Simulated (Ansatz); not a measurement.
## Starting-point dependence of the GW gap of PbSe (Clausthalite)

One-shot GW is not self-consistent; how far does the start matter for PbSe (Clausthalite)?

Main program and level: Ansatz 0.2.0; G0W0 on several functionals, plane waves, PAW.

In doubt: masses and optical values from hybrid runs of this build are listed as unsure (steps 3, 4), which bears on the screening that GW takes from such a start.

**1. Set-up**

Symmetry: Fm-3m, No. 225, cubic system. Conventional cell: a = 6.121 Å, b = 6.121 Å, c = 6.121 Å, α = 90.00°, β = 90.00°, γ = 90.00°. Pb has 6 Se at 3.06 Å nearest. Nearest to Se lie 6 Pb at 3.06 Å. Farther neighbours and most contacts between anions are not listed.

As a file:

```cif
data_structure
_symmetry_space_group_name_H-M 'P 1'
_symmetry_Int_Tables_number 1
_cell_length_a 4.3284
_cell_length_b 4.3284
_cell_length_c 4.3284
_cell_angle_alpha 60.000
_cell_angle_beta 60.000
_cell_angle_gamma 60.000
_cell_volume 57.34
loop_
_atom_site_label
_atom_site_type_symbol
_atom_site_fract_x
_atom_site_fract_y
_atom_site_fract_z
_atom_site_occupancy
Pb1 Pb 0.00000 0.00000 0.00000 1
Se2 Se 0.50000 0.50000 0.50000 1
```

The cell and positions come from the Crystallography Open Database and are kept as given unless a step says otherwise. Spin-orbit coupling is left out unless a step names it.

**2. G0W0 on PBE**

G0W0 replaces the xc potential by the self-energy, built once from these orbitals. Only a window of levels is corrected, while the sums run over the empty bands that the input names. This step takes PAW set soft_1 files.

This step: G0W0 on PBE, plane waves, PAW; PAW set soft_1.

Input file input.yaml:

```yaml
crystal:
  lattice:
    - [0.0, 3.06065, 3.06065]
    - [3.06065, 0.0, 3.06065]
    - [3.06065, 3.06065, 0.0]
  atoms:
    - { symbol: Pb, position: [0.0, 0.0, 0.0] }
    - { symbol: Se, position: [0.5, 0.5, 0.5] }
kpoints:
  mp_grid: { grid: [4, 4, 4] }
hamiltonian:
  xc: pbe
  pseudopotentials: { kind: paw, azcp: { folder: soft_1 } }
scf:
  occupations: { method: fixed }
gw:
  n_empty_bands: 171
  ecut_chi: 120
  qp_bands: [v2, c2]
  qp_kpoints: band_edges
  screening: { model: contour_deformation }
```

Launch:

```console
ansatz run input.yaml --threads 3 --pin off --max-ram 92160MiB --backend cuda --events-out ev --progress --plain --runs-dir out --devices 1 --max-vram 13GiB
```

Numbers of over 12 decimals in the logs are rounded to 6 here.

What it wrote:

```text
GPUs: using 1 of 1 available (devices: 1).
Engine: ansatz 0.2.0, x86_64-unknown-linux-gnu
Pseudopotentials: kind: paw
Pseudopotential: Pb, paw, valence charge 14, recommended cutoff 420 eV (normal), soft_1/Pb.paw.azcp
Pseudopotential: Se, paw, valence charge 16, recommended cutoff 420 eV (normal), soft_1/Se.paw.azcp
Functional definition: PBE
  parameter kappa = 0.804
  parameter beta = 0.066725
  exchange = pbe_x(kappa = kappa, mu = beta*pi^2/3)
  correlation = pbe_c(beta = beta)
device memory: the entry about to start is reckoned to put 1.0 GiB on a device that reports 48.4 GiB free (of which the cap on the GPU budget leaves the run 13.0 GiB)
GPU FFT provider: cuFFT
GPU libraries: cuBLAS 13.8.2, cuFFT 12.4.0, cuSOLVER 12.3.4
Crystal: 2 atoms, lattice volume = 57.342 Å³
Basis set: ecut = 420 eV, 1139 PW (Γ)
Bands: 19, of which v1, the nominal top of the filled ones, is band 15 counted from 1 (14 counted from 0)
Symmetry: 48 space group operations
Space group: Fm-3m (ITA 225), of the structure as read, at distance tolerance 3.9e-5 Å
k-points: 8 of 64
Non-local potential: Pb, projectors of the file, l = 0: 2, l = 1: 2, l = 2: 2, l = 3: 1
Non-local potential: Se, projectors of the file, l = 0: 2, l = 1: 2, l = 2: 3, l = 3: 1
PAW form: soft (Blöchl's): semilocal exchange-correlation on the pseudo side does not see the compensation charge
PAW one-centre angular grid: Pb, 590 points (default); XC on 64 Gauss nodes
PAW one-centre angular grid: Se, 590 points (default); XC on 64 Gauss nodes
Initial density: superposition of atomic densities (chi_scale 0.1, normalization cell, long waves kept (reshape's long-wave potential 0.00 eV rms))
Initial wavefunctions: pseudopotential atomic-orbital guess
GPU buffer pool allocated for 27000 grid points (all kernels)
GPU transforms: local potential and band sums: pruned to the plane-wave sphere, on 30×30×30
Functional: x = pbe(κ = 0.804, μ = 0.219515), c = pbe(β = 0.066725)
SCF iter   1: F=—  HF=-17379.111915 eV  |F-HF|=—  |Δ(HF+E_count)|=         —  Δρ=2.11e-2  dr2=4.02e-1  ethr=3.10e-3  ⟨swp⟩=5.1  Hψ=627  notcnv=0  defer=11
preconditioner: auto → none  [insulator: Δε(μ)=0.450 eV  Ē_g=15.276 eV  n_scr=14 (ndim 8)  ℏωp=21.9 eV  f_vac=0.000  ε∞_Penn≈3.1]
SCF iter   2: F=—  HF=-17379.029610 eV  |F-HF|=—  |Δ(HF+E_count)|=   8.23e-2  Δρ=9.16e-3  dr2=4.60e-2  ethr=1.34e-3  ⟨swp⟩=2.5  Hψ=265  notcnv=0  defer=8
SCF iter   3: F=—  HF=-17379.021256 eV  |F-HF|=—  |Δ(HF+E_count)|=   8.35e-3  Δρ=4.28e-3  dr2=1.00e-2  ethr=1.53e-4  ⟨swp⟩=2.6  Hψ=306  notcnv=0  defer=11
SCF iter   4: F=—  HF=-17379.022050 eV  |F-HF|=—  |Δ(HF+E_count)|=   7.93e-4  Δρ=1.93e-3  dr2=2.08e-3  ethr=3.35e-5  ⟨swp⟩=2.9  Hψ=282  notcnv=0  defer=11
SCF iter   5: F=—  HF=-17379.022166 eV  |F-HF|=—  |Δ(HF+E_count)|=   1.16e-4  Δρ=4.11e-4  dr2=1.00e-4  ethr=6.93e-6  ⟨swp⟩=2.9  Hψ=264  notcnv=0  defer=11
SCF iter   6: F=—  HF=-17379.022192 eV  |F-HF|=—  |Δ(HF+E_count)|=   2.57e-5  Δρ=5.41e-5  dr2=1.46e-6  ethr=3.33e-7  ⟨swp⟩=2.0  Hψ=194  notcnv=0  defer=7
SCF iter   7: F=-17379.022192 eV  HF=-17379.022192 eV  |F-HF|=5.06e-9  |Δ(HF+E_count)|=   1.09e-7  Δρ=3.91e-6  dr2=7.74e-9  ethr=3.33e-10  ⟨swp⟩=4.5  Hψ=709  notcnv=0
SCF 1 converged in 7 iterations: F = -17379.022192 eV  dr2 = 7.74e-9
  greatest PAW one-centre occupation: 1.000 electrons in one spin orbital (limit 2), on the Se atom at site 1 (counted from 0), in its partial waves of l = 2
device memory: the entry about to start is reckoned to put 1.4 GiB on a device that reports 50.5 GiB free (of which the cap on the GPU budget leaves the run 13.0 GiB)
NSCF: frozen V_eff on 8 k-points
the band table was solved once the SCF had ended and its energy, with any forces and stress, was formed, with the checks that follow a solve (809 applications of the Hamiltonian). They found nothing against the state; the energy, forces and stress were not computed again (output.eigenvalues in the input reference)
device memory: the entry about to start is reckoned to put 3.6 GiB on a device that reports 50.6 GiB free (of which the cap on the GPU budget leaves the run 13.0 GiB)
NSCF: frozen V_eff on 8 k-points
G₀W₀ screening: q 1/8
[... further progress lines ...]
device memory: the entry about to start is reckoned to put 0.3 GiB on a device that reports 48.7 GiB free (of which the cap on the GPU budget leaves the run 13.0 GiB)
NSCF: frozen V_eff on 1 k-points
SCF converged after 7 iterations
Free energy (F): -17379.022192 eV
Harris-Foulkes:  -17379.022192 eV  (|F-HF|=5.06e-9)
Internal energy: -17379.022192 eV  (E = F + TS)
E sigma→0 (E₀):  -17379.022192 eV
Fermi energy:    8.952970 eV
--- Per-component energies (eV) ---
  E_band       = -427.343176
  E_kinetic    = 402.954029
  E_local      = -3718.643125  (includes V_loc(G=0)·N_el)
  E_nonlocal   = -49.229056
  E_hartree    = 1810.553409
  E_xc         = -292.092382
  E_vxc        = -229.641175  (∫ρ·V_xc dr)
  E_paw        = -12520.857436  (= ΣΔE_a)
  E_vpaw       = -453.889519  (= ΣTr[D̂ρ^β])
  E_aug_tail   = -0.000372  (compensation charges beyond the density's cutoff)
  E_ewald      = -3011.707258
  E_smearing   = -0.000000  (= −TS)
  E_closure    = 0.000000  (closes the sum)
  Σ components = -17379.022192   (vs F -17379.022192, Δ=0.00e0)
--- Band table (eV; the first three rows and the last of 8) ---
  k-point 0: bands = [... 11 lower, 2.6486, 7.0751, 7.0751, 7.0751, 13.6708, 13.6708, 13.6708, 15.4792]
  k-point 1: bands = [... 11 lower, 1.3844, 7.2357, 7.2357, 7.9069, 11.1170, 11.8727, 11.8727, 15.4851]
  k-point 2: bands = [... 11 lower, 0.1519, 7.4827, 7.4827, 8.9530, 9.2475, 10.6578, 10.6578, 17.4956]
  k-point 7: bands = [... 11 lower, 0.9390, 4.7249, 4.7249, 8.1583, 10.8488, 13.9029, 13.9029, 16.6873]
--- G₀W₀: contour deformation, 8 samples at zero and on the imaginary axis and 1 off it, 64 q-points, 171 empty bands' worth ---
  eigenvalues of the whole cell's RPA ε∞ on this k-mesh (on a slab, of 1 + 4πα/V) = 108.0366, 108.0366, 108.0366; static W/v taken at q = 0 is 0.009256
  bands read: the sum over 186 bands ends inside a degenerate multiplet in 3 slots, whose members it reads at an even weight; the widest, k=0: bands 186 to 188 (counted from 1) at 1/3 each
  gw.qp_kpoints: band_edges: 3 of 8 stored k-points solved, in 1 pass; an edge of the gap read off the rows below is read off those points alone
    valence top: of the k-points left out ik 1 came nearest to being solved in a further pass, in band 15 (counted from 1, as in the quasiparticle table): it holds the edge there only if its correction is more favourable than any solved in that band by at least 1.046 eV; those differ by 0.063 eV
    conduction bottom: of the k-points left out ik 1 came nearest to being solved in a further pass, in band 16 (counted from 1, as in the quasiparticle table): it holds the edge there only if its correction is more favourable than any solved in that band by at least 1.869 eV; those differ by 0.100 eV
    ik  band        ε_KS         Σx   Σc(E_QP)       V_xc       Z   E_QP_lin       E_QP  E_QP is
     2    14      7.4827   -17.3002     2.1143   -14.7993  0.6955     7.0698     7.0961  root
     2    15      8.9530   -17.0349     0.8316   -15.9273  0.7245     8.6655     8.6770  root
     2    16      9.2475    -8.0201    -3.4051   -11.2887  0.7450     9.1125     9.1110  root
     2    17     10.6578    -8.3783    -3.6312   -11.9361  0.7353    10.5849    10.5844  root
     5    14      7.3413   -16.9308     2.0810   -14.4646  0.6946     6.9297     6.9561  root
     5    15      8.1860   -15.9379     1.0275   -14.5966  0.7167     7.8592     7.8722  root
     5    16     10.3407    -9.5875    -3.4413   -12.9489  0.7390    10.2612    10.2608  root
     5    17     11.1384    -9.0292    -3.7053   -12.6959  0.7261    11.1001    11.0998  root
     7    14      4.7249   -15.6342     3.2049   -12.0609  0.6394     4.3363     4.3564  root
     7    15      8.1583   -17.3082     1.5329   -15.4367  0.7104     7.8022     7.8196  root
     7    16     10.8488    -8.6563    -3.7822   -12.4022  0.7310    10.8127    10.8125  root
     7    17     13.9029    -8.2665    -4.7014   -12.9111  0.6922    13.8463    13.8460  root
```

The job ended after 14 s (1 × NVIDIA H100 80GB HBM3 (shared by 6 runs) with 3 threads of AMD EPYC 7R13 (Zen 3), shared host; peak memory 1.1 GiB; 13 s of CPU time).

This step gave:

```
bands summed                                 : 186
RPA ε∞ on this mesh (eigenvalues)            : 108.0, 108.0, 108.0
plane waves in the screening matrix          : 169
q-points in the mesh                         : 64
G0W0 gap on the mesh                         : 0.4340 eV
k of the valence top                         : 0, 0, -0.5
k of the conduction bottom                   : 0, 0, -0.5
starting gap on the mesh                     : 0.2946 eV
Z at the valence top                         : 0.7245
Z at the conduction bottom                   : 0.7450
least direct G0W0 gap on the computed points : 0.4340 eV
```

The gap on the mesh goes from 0.29 eV to 0.43 eV, a correction of +0.14 eV. Between the two edge states, bare exchange in place of the xc potential would open the gap by 4.38 eV, and correlation takes back 4.24 eV.

**3. G0W0 on HSE06**

One-shot GW remembers its start. Another functional's orbitals and levels show by how much.

This step: G0W0 on HSE06, plane waves, PAW; PAW set soft_1.

input.yaml: that of step 2 with these lines changed.

```diff
@@ -11,3 +11,3 @@
 hamiltonian:
-  xc: pbe
+  xc: hse06
   pseudopotentials: { kind: paw, azcp: { folder: soft_1 } }
```

What it wrote:

```text
GPUs: using 1 of 1 available (devices: 1).
[...]
davidson cushion auto → on  (no smearing: the cushion is to keep the highest requested band from converging to the state above it; pin scf.eigensolver.cushion to override)
[...]
GPU FFT provider: cuFFT
GPU libraries: cuBLAS 13.8.2, cuFFT 12.4.0, cuSOLVER 12.3.4
Crystal: 2 atoms, lattice volume = 57.342 Å³
Basis set: ecut = 420 eV, 1139 PW (Γ)
Bands: 19, of which v1, the nominal top of the filled ones, is band 15 counted from 1 (14 counted from 0)
[... 1 set-up line as in the run before ...]
[...]
k-points: 8 of 64
[...]
GPU buffer pool allocated for 27000 grid points (all kernels)
[...]
SCF iter   1: F=—  HF=-17379.077618 eV  |F-HF|=—  |Δ(HF+E_count)|=         —  Δρ=2.13e-2  dr2=4.01e-1  ethr=1.00e-1  ⟨swp⟩=7.1  Hψ=446  notcnv=0
[...]
SCF iter   6: F=-17379.023752 eV  HF=-17379.023753 eV  |F-HF|=1.17e-6  |Δ(HF+E_count)|=   4.14e-5  Δρ=6.22e-5  dr2=1.82e-6  ethr=3.06e-7  ⟨swp⟩=3.9  Hψ=404  notcnv=0  defer=1
SCF 1 stopped early in 6 iterations: F = -17379.023752 eV  dr2 = 1.82e-6
[...]
GPU FFT provider: cuFFT
GPU libraries: cuBLAS 13.8.2, cuFFT 12.4.0, cuSOLVER 12.3.4
[...]
GPU buffer pool allocated for 27000 grid points (all kernels)
[...]
Free energy (F): -17384.016719 eV
Frozen-core exchange: fock
[...]
Internal energy: -17384.016719 eV  (E = F + TS)
E sigma→0 (E₀):  -17384.016719 eV
Fermi energy:    8.684074 eV
[...]
--- Band table (eV; the first three rows and the last of 8) ---
  k-point 0: bands = [... 11 lower, 2.0379, 6.4873, 6.4873, 6.4873, 14.1568, 14.1568]
  k-point 1: bands = [... 11 lower, 0.4946, 6.6592, 6.6592, 7.5516, 11.3441, 12.1503]
  k-point 2: bands = [... 11 lower, -0.9447, 6.9093, 6.9093, 8.6841, 9.3870, 10.8389]
  k-point 7: bands = [... 11 lower, -0.0010, 3.9080, 3.9080, 7.7256, 11.0879, 14.3316]
  guard bands above this table: 2 of the run's 19 bands. The solve was not asked for them (output.publish_guard_bands: true or output.eigenvalues: true publishes all)
[...]
2    14      6.9093   -17.2811     1.9320   -15.3163  0.7362     6.8765     6.8766  root
     2    15      8.6841   -17.0404     0.7449   -16.1938  0.7645     8.5820     8.5824  root
     2    16      9.3870    -7.7760    -3.4004   -11.0251  0.7824     9.2365     9.2358  root
     2    17     10.8389    -8.1618    -3.5519   -11.5921  0.7753    10.7179    10.7173  root
     5    14      6.7710   -16.9604     1.9045   -15.0200  0.7358     6.7350     6.7351  root
     5    15      7.8507   -16.1592     0.9544   -15.1031  0.7588     7.7486     7.7490  root
     5    16     10.5187    -9.1407    -3.4427   -12.4685  0.7708    10.4043    10.4037  root
     5    17     11.3534    -8.7717    -3.6162   -12.2844  0.7687    11.2503    11.2499  root
     7    14      3.9080   -15.6458     2.8456   -12.8955  0.6816     4.0028     4.0034  root
     7    15      7.7256   -17.3080     1.3963   -15.8500  0.7507     7.6637     7.6639  root
     7    16     11.0879    -8.4426    -3.6990   -12.0249  0.7712    10.9717    10.9712  root
     7    17     14.3316    -7.8068    -4.4768   -12.0257  0.7340    14.0766    14.0737  root
```

Elapsed: 34 s, on 1 × NVIDIA H100 80GB HBM3 (shared by 6 runs) with 3 threads; peak memory 1.2 GiB; 33 s of CPU time.

This step gave:

| Quantity | Value |
| --- | --- |
| bands summed | 186 |
| RPA ε∞ on this mesh (eigenvalues) | 24.15, 24.15, 24.15 |
| plane waves in the screening matrix | 169 |
| q-points in the mesh | 64 |
| G0W0 gap on the mesh | 0.6533 eV |
| k of the valence top | 0, 0, -0.5 |
| k of the conduction bottom | 0, 0, -0.5 |
| starting gap on the mesh | 0.7029 eV |
| Z at the valence top | 0.7645 |
| Z at the conduction bottom | 0.7824 |
| least direct G0W0 gap on the computed points | 0.6533 eV |

Against the run with 4×4×4 mesh, 171 empty bands, screening to 120 eV, PAW set soft_1 files on PBE, the gap moves by +0.22 eV, while the start moved by +0.41 eV.

**4. G0W0 on PBE0**

This step: G0W0 on PBE0, plane waves, PAW; PAW set soft_1.

input.yaml: that of step 3 with these lines changed.

```diff
@@ -11,3 +11,3 @@
 hamiltonian:
-  xc: hse06
+  xc: pbe0
   pseudopotentials: { kind: paw, azcp: { folder: soft_1 } }
```

What it wrote:

```text
GPUs: using 1 of 1 available (devices: 1).
[...]
GPU FFT provider: cuFFT
GPU libraries: cuBLAS 13.8.2, cuFFT 12.4.0, cuSOLVER 12.3.4
Crystal: 2 atoms, lattice volume = 57.342 Å³
Basis set: ecut = 420 eV, 1139 PW (Γ)
Bands: 19, of which v1, the nominal top of the filled ones, is band 15 counted from 1 (14 counted from 0)
[... 1 set-up line as in the run before ...]
[...]
k-points: 8 of 64
[...]
5    16     10.8227    -9.0739    -3.3742   -12.1165  0.7986    10.4930    10.4912  root
     5    17     11.6776    -8.7429    -3.5252   -11.9390  0.7965    11.3502    11.3484  root
     7    14      3.4874   -15.6414     2.6637   -13.3156  0.7176     3.8216     3.8252  root
     7    15      7.4140   -17.3226     1.3143   -16.1674  0.7779     7.5727     7.5731  root
     7    16     11.4041    -8.4225    -3.6079   -11.6969  0.7987    11.0723    11.0705  root
     7    17     14.7111    -7.7624    -4.3319   -11.5973  0.7676    14.2196    14.2141  root
[key lines of the parts left out:]
Free energy (F): -17380.903400 eV
Fermi energy:    8.382415 eV
```

Wall time 33 s (1 × NVIDIA H100 80GB HBM3 (shared by 6 runs) with 3 threads); peak memory 1.2 GiB; 31 s of CPU time.

Numbers from this step:

```yaml
bands_summed: 186
rpa_eps_infinity_on_this_mesh_eigenvalues: 15.76, 15.76, 15.76
plane_waves_in_the_screening_matrix: 169
g0w0_gap_on_the_mesh: 0.8109 eV
k_of_the_valence_top: 0, 0, -0.5
k_of_the_conduction_bottom: 0, 0, -0.5
starting_gap_on_the_mesh: 1.295 eV
least_direct_g0w0_gap_on_the_computed_points: 0.8109 eV
```

Against the run with 4×4×4 mesh, 171 empty bands, screening to 120 eV, PAW set soft_1 files on HSE06, the gap moves by +0.16 eV, while the start moved by +0.59 eV.

**5. The starts together**

All on the 4×4×4 mesh with 171 empty bands and screening to 120 eV. Times are wall times on 1 × NVIDIA H100 80GB HBM3 (shared by 6 runs) with 3 threads of AMD EPYC 7R13 (Zen 3), shared host, good to a factor of about two.

```csv
start,starting gap (eV),shift (eV),G0W0 gap (eV),RPA ε∞ (harmonic mean),"Z (valence, conduction)",time
PBE,0.29,+0.14,0.43,108.04,"0.72, 0.75",14 s
HSE06,0.70,−0.05,0.65,24.15,"0.76, 0.78",34 s
PBE0,1.29,−0.48,0.81,15.76,"0.79, 0.81",33 s
```

How the two edges are built up, in eV (the quasiparticle level is the starting level plus Σx plus Σc less Vxc):

```
  run               edge  start      Σx     Σc     Vxc     Z    QP
  PBE        valence top   8.95  -17.03   0.83  -15.93  0.72  8.68
  PBE  conduction bottom   9.25   -8.02  -3.41  -11.29  0.74  9.11
HSE06        valence top   8.68  -17.04   0.74  -16.19  0.76  8.58
HSE06  conduction bottom   9.39   -7.78  -3.40  -11.03  0.78  9.24
 PBE0        valence top   8.38  -17.05   0.68  -16.49  0.79  8.51
 PBE0  conduction bottom   9.68   -7.76  -3.33  -10.73  0.81  9.32
```

For a hybrid start, Vxc holds its share of exact exchange.

**6. What came out**

* G0W0@PBE: 0.43 eV (start 0.29 eV)
* G0W0@HSE06: 0.65 eV (start 0.70 eV)
* G0W0@PBE0: 0.81 eV (start 1.29 eV)
* known limits: not at the basis limit; model gap, bands may invert with spin-orbit coupling; screening runs away on this mesh; no spin-orbit coupling; coarse k mesh

What this shows: The starting gaps span 1.00 eV and the G0W0 gaps 0.38 eV. Between PBE and PBE0, 0.38 eV of the 1.00 eV survives, 38 %. On PBE0 the correction is negative: that start lies above its own G0W0 value. The smallest correction, −0.05 eV, is on HSE06, the start nearest to reproducing itself. Bands and cutoff are finite, so the gap is not at the basis limit. The miss can reach some tenths of an eV and take either sign; the mesh is an error of its own. The 4×4×4 mesh is coarse for this cell (its supercell is 17 Å along the shortest edge). The RPA ε∞ on it, from the PBE start, is 108.04; such meshes misread the long-range screening, most where the gap is narrow. The program warns that the mesh is coarse for exact exchange, which bears on the hybrid start's gap. Where an edge is built on 6p states of lead, bismuth or thallium, scalar-relativistic gaps usually stand too wide, by a few tenths to over one eV. With atoms this heavy and so narrow a gap, spin-orbit coupling can invert the bands. These scalar-relativistic gaps are then model values, not to be set against experiment, and a spin-orbit change taken from DFT can't simply be added. For the PBE start: On this mesh the RPA ε∞ passes 90, more than nearly any semiconductor shows; a coarse mesh does this where one point with a narrow direct gap carries much weight. The screening is then too strong, and the G0W0 gap should not be taken as the material's.

[Paths, hosts, dates, memory and timing lines, banners, echoed tables and standing remarks are left out of the program output.]

[Logs are printed without paths, hosts, clocks, repeated set-up lines and the standing remarks that a program may print on its own settings, such as how far it seeks lower states.]

[Runs of the session that timed out or met a known fault of the program may be left out.]

[Cells called generated may have been cut or substituted from an entry of the Crystallography Open Database or the Materials Project.]

[Hosts, paths, dates, database ids (printed as entryN), source tags and the programs' standing remarks are cut or masked in the printed files.]
